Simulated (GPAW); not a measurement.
# Surface energy and work function of Ti(0001) from slabs of 3 to 12 layers (LDA)

How do energy and work function of Ti(0001) films settle with thickness, and what surface energy follows?

How it was computed: GPAW 26.7.0, plane waves at 450 eV with PAW setups; symmetric 1×1 slabs cut at the tabulated lattice constant (two decimals; low-temperature values for the alkali metals), atoms at bulk places, 7.5 Å of vacuum on each side, one in-plane mesh for all thicknesses, Fermi-Dirac smearing of 0.1 eV. Energies are extrapolated to zero smearing and count from the program's reference atoms. Functional LDA. The cell's area is 7.537 Å².

What came out, but for one run:

| layers | energy (eV) | work function (eV) |
| --- | --- | --- |
| 3 | −19.9582 | 4.57 |
| 4 | −27.3063 | 4.59 |
| 5 | −34.6951 | 4.60 |
| 6 | −42.0783 | 4.59 |
| 7 | −49.4643 | 4.59 |
| 8 | −56.8483 | 4.59 |
| 9 | −64.2341 | 4.59 |
| 10 | −71.6194 | 4.59 |
| 11 | −79.0045 | 4.59 |
| 12 | ? | ? |

**Question.** What surface energy do these runs give, and what energy and work function should the 12-layer slab have?

Worked answer. A slab of n layers has E(n) = nε + 2Aγ once its middle is bulk-like. A line through n = 6 to 11 has the slope ε = −7.3852 eV a layer and the intercept 2Aγ = 2.2327 eV (r.m.s. residual 0.4 meV). So γ = 2.2327 / (2 × 7.537 Å²) = 0.1481 eV/Å² = 2.37 J/m², with a standard error of under 0.01 J/m² from the scatter about the line. For 12 layers: 2.2327 + 12 × (−7.3852) = −86.390 eV; the run gives −86.390 eV, 0.1 meV under the line. The work function has no such law: from 6 to 11 layers it stays at 4.59 eV, and the 12-layer slab gives 4.59 eV. The thinnest slab, 3 layers, lies −0.02 eV from that mean.

Caveats: The surfaces are unrelaxed, so γ is an upper bound for this functional and lattice constant. The tabulated lattice constant isn't the functional's own, which strains the slab a little.
